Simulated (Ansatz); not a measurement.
**BeAlGeH (built on the sites of a database entry of CaGaGeH): relaxing the cell for a phonon run**

Wanted: the relaxed cell of BeAlGeH (built on the sites of a database entry of CaGaGeH).

Main program and level: Ansatz 0.2.0; DFT PBEsol, scalar-relativistic, plane waves, PAW.

The structure was built from a prototype and need not be the compound's stable phase.

**1. The structure**

It takes space group P3m1 (No. 156, trigonal). Conventional cell: a = 3.430 Å, b = 3.430 Å, c = 3.966 Å, α = 90.00°, β = 90.00°, γ = 120.00°. Nearest to Be lie 3 H at 2.00 Å. Al has 1 H at 1.44 Å and 3 Ge at 2.06 Å nearest. Ge has 3 Al at 2.06 Å nearest. Nearest to H lie 1 Al at 1.44 Å. Farther neighbours are not listed.

Structure file:

```cif
data_structure
_symmetry_space_group_name_H-M 'P3m1'
_symmetry_Int_Tables_number 156
_cell_length_a 3.4301
_cell_length_b 3.4301
_cell_length_c 3.9661
_cell_angle_alpha 90.000
_cell_angle_beta 90.000
_cell_angle_gamma 120.000
_cell_volume 40.41
loop_
_atom_site_label
_atom_site_type_symbol
_atom_site_symmetry_multiplicity
_atom_site_Wyckoff_symbol
_atom_site_fract_x
_atom_site_fract_y
_atom_site_fract_z
_atom_site_occupancy
Be1 Be 1 b 0.33333 0.66667 0.00000 1
Al1 Al 1 a 0.00000 0.00000 0.56520 1
Ge1 Ge 1 c 0.66667 0.33333 0.42430 1
H1 H 1 a 0.00000 0.00000 0.92930 1
```

**2. Probe on a coarse mesh**

First a cheap look: the gap decides the mesh and the occupations, the pressure tells how far the cell has to move.

File input.yaml:

```yaml
crystal:
  lattice:
    - [3.43011, 0.0, 0.0]
    - [-1.71506, 2.97057, 0.0]
    - [0.0, 0.0, 3.96609]
  atoms:
    - { symbol: Be, position: [0.3333333333, 0.6666666667, 0.0] }
    - { symbol: Al, position: [0.0, 0.0, 0.5652] }
    - { symbol: Ge, position: [0.6666666667, 0.3333333333, 0.4243] }
    - { symbol: H, position: [0.0, 0.0, 0.9293] }
kpoints:
  mp_grid: { grid: [6, 6, 4] }
hamiltonian:
  xc: pbesol
scf:
  occupations: { method: gaussian, width: 0.1 }
output:
  forces: true
  stress: true
  eigenvalues: true
```

Command:

```sh
$ ansatz run input.yaml --threads 4 --pin off --max-ram 7168MiB --backend cpu --events-out ev --progress --plain --runs-dir out
```

Numbers of over 12 decimals in the logs are rounded to 6 here.

The program printed:

```text
Engine: ansatz 0.2.0, aarch64-unknown-linux-gnu
Pseudopotentials: kind: paw
Pseudopotential: Be, paw, valence charge 2, recommended cutoff 420 eV (normal), Be.paw.azcp
Pseudopotential: Al, paw, valence charge 3, recommended cutoff 420 eV (normal), Al.paw.azcp
Pseudopotential: Ge, paw, valence charge 14, recommended cutoff 420 eV (normal), Ge.paw.azcp
[...]
--- Band table (eV; the first three rows and the last of 24) ---
  k-point 0: bands = [... 6 lower, 4.6679, 6.4634, 10.6656, 10.6656, 12.9420, 12.9420, 14.2874, 16.5686]
  k-point 1: bands = [... 6 lower, 2.0761, 9.4153, 10.9202, 10.9202, 13.4156, 13.4156, 14.8278, 16.7952]
  k-point 2: bands = [... 6 lower, 0.3880, 11.2177, 11.2177, 11.3163, 14.4478, 14.4478, 15.2476, 15.5843]
  k-point 23: bands = [... 6 lower, 3.1691, 4.4309, 4.4737, 6.1833, 8.0045, 16.9675, 17.4491, 18.7189]
[key lines of the parts left out:]
SCF converged after 6 iterations
Free energy (F): -4878.604873 eV
Fermi energy:    10.243997 eV
P = ⅓ Tr σ = 56.1233 GPa (561.233 kbar)
```

Elapsed: 0.52 s, on 4 threads of Arm Neoverse V2, shared host; peak memory 0.3 GiB; 1.5 s of CPU time.

This step gave:

* pressure: 56.12 GPa
* volume per atom: 10.10 Å³
* gap on the k-mesh: 0 eV

The coarse mesh shows no gap and a pressure of 56.1 GPa.

**3. Rough relaxation**

The start is far from rest, so a relaxation with loose tolerances brings it close first.

input.yaml: that of step 2 with these lines changed.

```diff
@@ -11,3 +11,3 @@
 kpoints:
-  mp_grid: { grid: [6, 6, 4] }
+  mp_grid: { grid: [6, 6, 6] }
 hamiltonian:
@@ -20 +20,6 @@
   eigenvalues: true
+relax:
+  adjacent_minimum: "off"
+  f_tol: 0.05
+  max_steps: 80
+  cell: { stress_tol: 0.5 }
```

The program printed:

```text
[...]
Crystal: 4 atoms, lattice volume = 40.412 Å³
Basis set: ecut = 420 eV, 793 PW (Γ), exchange–correlation on 48×48×54 points (8 copies of the dense FFT grid, shifted against one another)
Bands: 14, of which v1, the nominal top of the filled ones, is band 10 counted from 1 (9 counted from 0)
Symmetry: 6 space group operations
[...]
k-points: 34 of 216 (time reversal used)
[...]
F+E_penalty+E_count = -4882.63799911 eV   max|allowed force component| = 1.620e-2 eV/Å   (the final SCF, on the basis selected at the relaxed cell)
  cell:  # Å, volume = 46.2206 Å³
    - [3.044504, 2.5622250994062856e-6, 0]
    - [-1.522254, 2.636616, 0]
    - [0, 0, 5.758004]
  atoms:
    - { symbol: Be, position: [0.333333, 0.666667, -0.00926051] }
    - { symbol: Al, position: [0, 0, 0.656783] }
    - { symbol: Ge, position: [0.666667, 0.333333, 0.296230] }
    - { symbol: H, position: [0, 0, 0.975047] }
[key lines of the parts left out:]
SCF converged after 5 iterations
Free energy (F): -4882.637999 eV
Fermi energy:    8.779819 eV
P = ⅓ Tr σ = -0.0368 GPa (-0.368 kbar)
```

Elapsed: 18 s, on 4 threads; peak memory 0.36 GiB.

The steps of the relaxation (22 of 25):

| step | energy less that of the first step (eV) | largest force component (eV/Å) | pressure (GPa) | volume (Å³) |
| --- | --- | --- | --- | --- |
| 1 | 0.0000 | 4.9678 | 56.13 | 40.41 |
| 2 | -2.0913 | 3.0678 | 24.97 | 45.18 |
| 3 | -3.1231 | 1.5437 | 7.67 | 48.88 |
| 4 | -3.4353 | 0.2206 | 0.08 | 50.99 |
| 6 | -3.5122 | 0.1575 | -2.57 | 52.35 |
| 7 | -3.5270 | 0.0884 | -1.26 | 51.37 |
| 8 | -3.5399 | 0.1641 | 0.64 | 49.70 |
| 9 | -3.5517 | 0.1779 | 1.33 | 48.70 |
| 10 | -3.5020 | 0.9350 | 4.55 | 45.70 |
| 11 | -3.5766 | 0.1043 | 0.81 | 48.33 |
| 12 | -3.6110 | 0.0640 | 0.71 | 47.82 |
| 14 | -3.7143 | 0.8017 | 2.09 | 44.96 |
| 15 | -3.7561 | 0.5003 | -0.25 | 44.82 |
| 16 | -3.7327 | 0.6044 | 0.89 | 45.10 |
| 17 | -3.7709 | 0.0221 | 0.13 | 44.86 |
| 18* | -3.9621 | 0.0229 | 4.09 | 44.86 |
| 19 | -4.0058 | 0.0306 | 2.17 | 45.57 |
| 20 | -4.0446 | 0.0484 | 0.27 | 46.28 |
| 22 | -4.0616 | 0.0144 | 0.00 | 46.15 |
| 23 | -4.0611 | 0.0220 | -0.32 | 46.43 |
| 24 | -4.0623 | 0.0163 | -0.07 | 46.22 |
| 25* | -4.0642 | 0.0162 | -0.04 | 46.22 |

Relaxation steps marked * repeat the geometry before them on a plane-wave basis chosen anew for their cell, so energy and pressure can jump there. Other such steps can lie between the rows shown. Relaxation steps 10, 16, 23 were tried and not accepted.

The run keeps the 6 symmetry operations that it works with, so distortions that break them were not tested.

| cell as run | before | after | change |
| --- | --- | --- | --- |
| a (Å) | 3.430 | 3.045 | -11.2 % |
| b (Å) | 3.430 | 3.045 | -11.2 % |
| c (Å) | 3.966 | 5.758 | +45.2 % |
| volume (Å³/atom) | 10.10 | 11.56 | +14.4 % |

The atoms that moved most (Å, as changes of fractional coordinates times the final cell):

| atom | dx | dy | dz | length |
| --- | --- | --- | --- | --- |
| Ge3 | 0.000 | 0.000 | -0.737 | 0.737 |
| Al2 | 0.000 | 0.000 | 0.527 | 0.527 |
| H4 | 0.000 | 0.000 | 0.263 | 0.263 |
| Be1 | 0.000 | 0.000 | -0.053 | 0.053 |

This step gave:

```
pressure        : -0.03684 GPa
volume per atom : 11.56 Å³
```

In this step the volume went from 10.10 to 11.56 Å³/atom.

**4. Relaxation**

Harmonic phonons are second derivatives at a point where the forces vanish, and they are wanted at zero stress, so atoms and cell are relaxed first.

File input.yaml:

```yaml
crystal:
  lattice:
    - [3.0445037097, 2.5622e-06, 0.0]
    - [-1.5222540738, 2.6366162734, 0.0]
    - [0.0, 0.0, 5.7580038408]
  atoms:
    - { symbol: Be, position: [0.3333333333, 0.6666666667, -0.0092605085] }
    - { symbol: Al, position: [0.0, 0.0, 0.6567834638] }
    - { symbol: Ge, position: [0.6666666667, 0.3333333333, 0.2962295864] }
    - { symbol: H, position: [0.0, 0.0, 0.9750474583] }
kpoints:
  mp_grid: { grid: [15, 15, 8] }
hamiltonian:
  xc: pbesol
scf:
  occupations: { method: gaussian, width: 0.1 }
output:
  forces: true
  stress: true
  eigenvalues: true
  write_density: true
  write_potential: true
  elf: true
  volumetric_format: npy
relax:
  adjacent_minimum: "off"
  f_tol: 0.005
  max_steps: 80
  cell: { stress_tol: 0.05 }
```

The program printed:

```text
[...]
Crystal: 4 atoms, lattice volume = 46.221 Å³
Basis set: ecut = 420 eV, 895 PW (Γ), exchange–correlation on 48×48×80 points (8 copies of the dense FFT grid, shifted against one another)
Bands: 14, of which v1, the nominal top of the filled ones, is band 10 counted from 1 (9 counted from 0)
Symmetry: 6 space group operations
[...]
k-points: 192 of 1800 (time reversal used)
[...]
SCF iter   1: F=—  HF=-4882.642336 eV  |F-HF|=—  |Δ(HF+E_count)|=         —  Δρ=3.61e-3  dr2=8.70e-3  ethr=1.77e-3  ⟨swp⟩=5.4  Hψ=15517  notcnv=0
[...]
SCF iter   7: F=-4882.639407 eV  HF=-4882.639407 eV  |F-HF|=4.80e-8  |Δ(HF+E_count)|=   1.66e-8  Δρ=9.12e-6  dr2=4.88e-8  ethr=5.00e-10  ⟨swp⟩=6.8  Hψ=16083  notcnv=0
SCF 1 converged in 7 iterations: F = -4882.639407 eV  dr2 = 4.88e-8
[...]
relax step   1: F+E_penalty+E_count = -4882.63940712 eV  Δ(F+E_penalty+E_count) = +0.000e0 eV  max|allowed force component| = 2.357e-1 eV/Å  Δτ_max = 0.0000 Å  P = +0.195 GPa  Ω = 46.221 Å³  (7 SCF iters, dr2 threshold 1.00e-7 eV, accepted)
Crystal: 4 atoms, lattice volume = 45.867 Å³
Basis set: ecut = 420 eV, 859 PW (Γ), exchange–correlation on 48×48×80 points (8 copies of the dense FFT grid, shifted against one another)
[...]
SCF iter   7: F=-4882.717472 eV  HF=-4882.717472 eV  |F-HF|=4.20e-8  |Δ(HF+E_count)|=   2.47e-7  Δρ=1.25e-5  dr2=7.77e-8  ethr=2.00e-9  ⟨swp⟩=8.8  Hψ=18280  notcnv=0
SCF 2 converged in 7 iterations: F = -4882.717472 eV  dr2 = 7.77e-8
relax step   2: F+E_penalty+E_count = -4882.71747233 eV  Δ(F+E_penalty+E_count) = -7.807e-2 eV  max|allowed force component| = 1.214e-1 eV/Å  Δτ_max = 0.0369 Å  P = +0.180 GPa  Ω = 45.867 Å³  energy of the carried Pulay correction = +1.607e-4 eV  (7 SCF iters, dr2 threshold 4.00e-7 eV, accepted)
Crystal: 4 atoms, lattice volume = 45.547 Å³
Basis set: ecut = 420 eV, 897 PW (Γ), exchange–correlation on 48×48×80 points (8 copies of the dense FFT grid, shifted against one another)
[...]
SCF iter   6: F=-4882.765786 eV  HF=-4882.765786 eV  |F-HF|=1.19e-8  |Δ(HF+E_count)|=   1.53e-7  Δρ=1.77e-5  dr2=6.30e-8  ethr=2.00e-9  ⟨swp⟩=9.1  Hψ=19440  notcnv=0
SCF 3 converged in 6 iterations: F = -4882.765786 eV  dr2 = 6.30e-8
relax step   3: F+E_penalty+E_count = -4882.76578632 eV  Δ(F+E_penalty+E_count) = -4.831e-2 eV  max|allowed force component| = 8.549e-2 eV/Å  Δτ_max = 0.0298 Å  P = +0.381 GPa  Ω = 45.547 Å³  energy of the carried Pulay correction = +3.075e-4 eV  (6 SCF iters, dr2 threshold 4.00e-7 eV, accepted)
[... from here on, the SCF cycles and remarks between the steps are left out ...]
relax step   4: F+E_penalty+E_count = -4882.78728943 eV  Δ(F+E_penalty+E_count) = -2.150e-2 eV  max|allowed force component| = 2.973e-2 eV/Å  Δτ_max = 0.0085 Å  P = +0.022 GPa  Ω = 45.621 Å³  energy of the carried Pulay correction = +2.733e-4 eV  (6 SCF iters, dr2 threshold 4.00e-7 eV, accepted)
relax step   5: F+E_penalty+E_count = -4882.82574461 eV  Δ(F+E_penalty+E_count) = -3.846e-2 eV  max|allowed force component| = 1.504e-1 eV/Å  Δτ_max = 0.0277 Å  P = +1.122 GPa  Ω = 45.100 Å³  energy of the carried Pulay correction = +5.137e-4 eV  (6 SCF iters, dr2 threshold 4.00e-7 eV, accepted)
relax step   6: F+E_penalty+E_count = -4882.83522809 eV  Δ(F+E_penalty+E_count) = -9.483e-3 eV  max|allowed force component| = 1.039e-1 eV/Å  Δτ_max = 0.0292 Å  P = -0.524 GPa  Ω = 45.993 Å³  energy of the carried Pulay correction = +1.035e-4 eV  (6 SCF iters, dr2 threshold 4.00e-7 eV, accepted)
relax step   7: F+E_penalty+E_count = -4882.83681679 eV  Δ(F+E_penalty+E_count) = -1.589e-3 eV  max|allowed force component| = 7.866e-2 eV/Å  Δτ_max = 0.0788 Å  P = -0.618 GPa  Ω = 46.372 Å³  energy of the carried Pulay correction = -6.865e-5 eV  (7 SCF iters, dr2 threshold 4.00e-7 eV, accepted)
relax step   8: F+E_penalty+E_count = -4882.84366342 eV  Δ(F+E_penalty+E_count) = -6.847e-3 eV  max|allowed force component| = 6.013e-2 eV/Å  Δτ_max = 0.0181 Å  P = -0.057 GPa  Ω = 45.920 Å³  energy of the carried Pulay correction = +1.366e-4 eV  (6 SCF iters, dr2 threshold 4.00e-7 eV, accepted)
relax step   9: F+E_penalty+E_count = -4882.84435114 eV  Δ(F+E_penalty+E_count) = -6.877e-4 eV  max|allowed force component| = 1.209e-2 eV/Å  Δτ_max = 0.0084 Å  P = -0.176 GPa  Ω = 45.988 Å³  energy of the carried Pulay correction = +1.058e-4 eV  (6 SCF iters, dr2 threshold 2.26e-7 eV, accepted)
relax step  10: F+E_penalty+E_count = -4882.84448954 eV  Δ(F+E_penalty+E_count) = -1.384e-4 eV  max|allowed force component| = 5.033e-3 eV/Å  Δτ_max = 0.0051 Å  P = +0.116 GPa  Ω = 45.850 Å³  energy of the carried Pulay correction = +1.686e-4 eV  (6 SCF iters, dr2 threshold 1.29e-7 eV, accepted)
relax step  11: F+E_penalty+E_count = -4882.84449057 eV  Δ(F+E_penalty+E_count) = -1.037e-6 eV  max|allowed force component| = 5.909e-4 eV/Å  Δτ_max = 0.0013 Å  P = -0.003 GPa  Ω = 45.909 Å³  energy of the carried Pulay correction = +1.415e-4 eV  (6 SCF iters, dr2 threshold 4.41e-8 eV, accepted)
relax step  12: F+E_penalty+E_count = -4882.85657773 eV  Δ(F+E_penalty+E_count) = -1.209e-2 eV  max|allowed force component| = 1.367e-3 eV/Å  Δτ_max = 0.0000 Å  P = +0.339 GPa  Ω = 45.909 Å³  stress off target by 9.76e-1 GPa  SCF on the basis re-selected at this cell (its energy is not comparable with the rows above)  (8 SCF iters)
relax step  13: F+E_penalty+E_count = -4882.85775652 eV  Δ(F+E_penalty+E_count) = -1.179e-3 eV  max|allowed force component| = 4.122e-3 eV/Å  Δτ_max = 0.0101 Å  P = +0.084 GPa  Ω = 46.138 Å³  energy of the carried Pulay correction = -9.761e-5 eV  (6 SCF iters, dr2 threshold 4.00e-7 eV, accepted)
relax step  14: F+E_penalty+E_count = -4882.85779076 eV  Δ(F+E_penalty+E_count) = -3.424e-5 eV  max|allowed force component| = 4.029e-3 eV/Å  Δτ_max = 0.0037 Å  P = -0.002 GPa  Ω = 46.209 Å³  energy of the carried Pulay correction = -1.285e-4 eV  (6 SCF iters, dr2 threshold 8.96e-8 eV, accepted)
[...]
SCF iter   6: F=-4882.857924 eV  HF=-4882.857924 eV  |F-HF|=6.37e-12  |Δ(HF+E_count)|=  1.55e-11  Δρ=1.11e-7  dr2=8.23e-12  ethr=1.00e-12  ⟨swp⟩=5.0  Hψ=9742  notcnv=0
SCF 15 converged in 6 iterations: F = -4882.857924 eV  dr2 = 8.23e-12
relax step  15: F+E_penalty+E_count = -4882.85792383 eV  Δ(F+E_penalty+E_count) = -1.331e-4 eV  max|allowed force component| = 3.972e-3 eV/Å  Δτ_max = 0.0000 Å  P = -0.000 GPa  Ω = 46.209 Å³  stress off target by 3.44e-4 GPa  SCF on the basis re-selected at this cell (its energy is not comparable with the rows above)  (6 SCF iters)
[...]
SCF converged after 6 iterations
Free energy (F): -4882.857924 eV
[...]
Internal energy: -4882.853046 eV  (E = F + TS)
E sigma→0 (E₀):  -4882.855485 eV
Entropy (-TS):   -0.004878 eV (-1.220 meV/atom)
Fermi energy:    9.151890 eV
[...]
--- Forces (eV/Å), atoms counted from 1 ---
  atom   1  Be     0.00000000    -0.00000000     0.00169082
  atom   2  Al     0.00000000    -0.00000000     0.00101615
  atom   3  Ge     0.00000000    -0.00000000    -0.00397239
  atom   4  H     -0.00000000     0.00000000     0.00126479
  max |Σ_I F_I| component: 6.32e-7 eV/Å
--- Stress (GPa, compression-positive) ---
       -0.000344       0.000000       0.000000
        0.000000      -0.000344       0.000000
        0.000000       0.000000      -0.000333
  P = ⅓ Tr σ = -0.0003 GPa (-0.003 kbar)
--- Band table (eV; the first three rows and the last of 192) ---
  k-point 0: bands = [... 6 lower, -1.0246, 0.5460, 7.9026, 9.8737, 17.5714, 17.5714, 19.0653, 19.0653]
  k-point 1: bands = [... 6 lower, -1.2417, 0.8727, 7.1747, 10.6821, 17.5808, 17.5808, 19.0595, 19.0595]
  k-point 2: bands = [... 6 lower, -1.6199, 1.5837, 5.9987, 12.0988, 17.6043, 17.6043, 18.7175, 19.0443]
  k-point 191: bands = [... 6 lower, 3.3442, 5.4400, 5.8104, 6.3158, 7.1912, 11.0358, 11.4542, 11.9935]
--- Relaxed structure (13 steps of the walk, 13 accepted, 2 SCFs on fresh bases) ---
[...]
cell:  # Å, volume = 46.2090 Å³
    - [2.801032, 2.3573086309546036e-6, 0]
    - [-1.400518, 2.425763, 0]
    - [0, 0, 6.800805]
  atoms:
    - { symbol: Be, position: [0.333333, 0.666667, 0.00500035] }
    - { symbol: Al, position: [0, 0, 0.663673] }
    - { symbol: Ge, position: [0.666667, 0.333333, 0.302139] }
    - { symbol: H, position: [0, 0, 0.947988] }
```

It took 50 s on 4 threads; peak memory 0.5 GiB.

Step by step:

| step | energy less that of the first step (eV) | largest force component (eV/Å) | pressure (GPa) | volume (Å³) |
| --- | --- | --- | --- | --- |
| 1 | 0.0000 | 0.2357 | 0.20 | 46.22 |
| 2 | -0.0781 | 0.1214 | 0.18 | 45.87 |
| 3 | -0.1264 | 0.0855 | 0.38 | 45.55 |
| 4 | -0.1479 | 0.0297 | 0.02 | 45.62 |
| 5 | -0.1863 | 0.1504 | 1.12 | 45.10 |
| 6 | -0.1958 | 0.1039 | -0.52 | 45.99 |
| 7 | -0.1974 | 0.0787 | -0.62 | 46.37 |
| 8 | -0.2043 | 0.0601 | -0.06 | 45.92 |
| 9 | -0.2049 | 0.0121 | -0.18 | 45.99 |
| 10 | -0.2051 | 0.0050 | 0.12 | 45.85 |
| 11 | -0.2051 | 0.0006 | 0.00 | 45.91 |
| 12* | -0.2172 | 0.0014 | 0.34 | 45.91 |
| 13 | -0.2184 | 0.0041 | 0.08 | 46.14 |
| 14 | -0.2184 | 0.0040 | 0.00 | 46.21 |
| 15* | -0.2185 | 0.0040 | 0.00 | 46.21 |

Relaxation steps marked * repeat the geometry before them on a plane-wave basis chosen anew for their cell, so energy and pressure can jump there.

Forces are held to the 6 operations that the run works with; a distortion that breaks them can't arise in this run.

| cell as run | before | after | change |
| --- | --- | --- | --- |
| a (Å) | 3.045 | 2.801 | -8.0 % |
| b (Å) | 3.045 | 2.801 | -8.0 % |
| c (Å) | 5.758 | 6.801 | +18.1 % |
| volume (Å³/atom) | 11.56 | 11.55 | -0.0 % |

The atoms that moved most (Å, as changes of fractional coordinates times the final cell):

| atom | dx | dy | dz | length |
| --- | --- | --- | --- | --- |
| H4 | 0.000 | 0.000 | -0.184 | 0.184 |
| Be1 | 0.000 | 0.000 | 0.097 | 0.097 |
| Al2 | 0.000 | 0.000 | 0.047 | 0.047 |
| Ge3 | 0.000 | 0.000 | 0.040 | 0.040 |

The relaxed structure:

```xyz
4
Lattice="2.8010 0.0000 0.0000 -1.4005 2.4258 0.0000 0.0000 0.0000 6.8008" Properties=species:S:1:pos:R:3 pbc="T T T"
Be    0.0000    1.6172    0.0340
Al    0.0000    0.0000    4.5135
Ge    1.4005    0.8086    2.0548
H     0.0000    0.0000    6.4471
```

This step gave:

| Quantity | Value |
| --- | --- |
| pressure | -3.40e-4 GPa |
| volume per atom | 11.55 Å³ |

Electrostatic potential energy in the ac plane at fractional y = 0.000, with atoms of Al and H within 0.2 Å of it. With pseudopotentials it is smooth inside the atoms' cores, unlike the true potential.

Values in eV, 24 rows by 15 columns, each cell a mean:
```
-10 -10  -6   6   6   6   5   4   4   4   6   6   6  -6 -10
-10 -10  -4   6   7   7   7   6   6   7   7   7   6  -4 -10
 -2   2   6   8   9   9   9   9   9   9   9   9   8   6   2
  4   5   6   7   9   9  10  10  10  10   9   9   7   6   5
 -3  -3   0   3   6   8   9  10  10   9   8   6   3   0  -3
 -9  -9  -9  -6   0   5   8   9   9   8   5   0  -6  -9  -9
 -1  -2  -7 -10  -6   1   6   8   8   6   1  -6 -10  -7  -2
  5   4  -2  -9  -9  -2   5   7   7   5  -2  -9  -9  -2   4
  3   1  -4  -9  -8  -1   5   8   8   5  -1  -8  -9  -4   1
 -6  -7  -9  -9  -3   3   7   9   9   7   3  -3  -9  -9  -7
 -8  -7  -5  -1   3   7   9  10  10   9   7   3  -1  -5  -7
  3   4   5   7   8   9  10  10  10  10   9   8   7   5   4
  8   8   9   9   9   9   9   9   9   9   9   9   9   9   8
 10  10  10   9   8   7   6   6   6   6   7   8   9  10  10
 10  10   9   8   6   4   1  -1  -1   1   4   6   8   9  10
 10   9   8   6   3  -1  -6  -9  -9  -6  -1   3   6   8   9
 10   9   8   6   2  -4  -9 -10 -10  -9  -4   2   6   8   9
 10   9   8   7   4   0  -5  -8  -8  -5  -1   4   7   8  10
 10  10  10   8   7   4   2   0   0   2   4   7   8  10  10
 11  11  10  10   9   8   7   6   6   7   8   9  10  10  11
 11  11  11  10  10   9   8   7   7   8   9  10  10  11  11
 11  11  10  10   9   8   7   6   6   7   8   9  10  10  11
  8   8   9   9   8   6   5   4   4   5   6   8   9   9   8
 -5  -1   5   7   6   5   4   2   2   3   5   7   7   5  -1
```
Columns run along a (2.8 Å; values clipped at the 3rd and 97th percentile), rows up along c (6.8 Å). Atoms in or near the plane, at fractional coordinates: Al at (0.00, 0.66), H at (0.00, 0.95).

[end of part 1 of 2]

[Logs are printed without paths, hosts, clocks, repeated set-up lines and the standing remarks that a program may print on its own settings, such as how far it seeks lower states.]

[Hosts, paths, dates, database ids (printed as entryN), source tags and the programs' standing remarks are cut or masked in the printed files.]
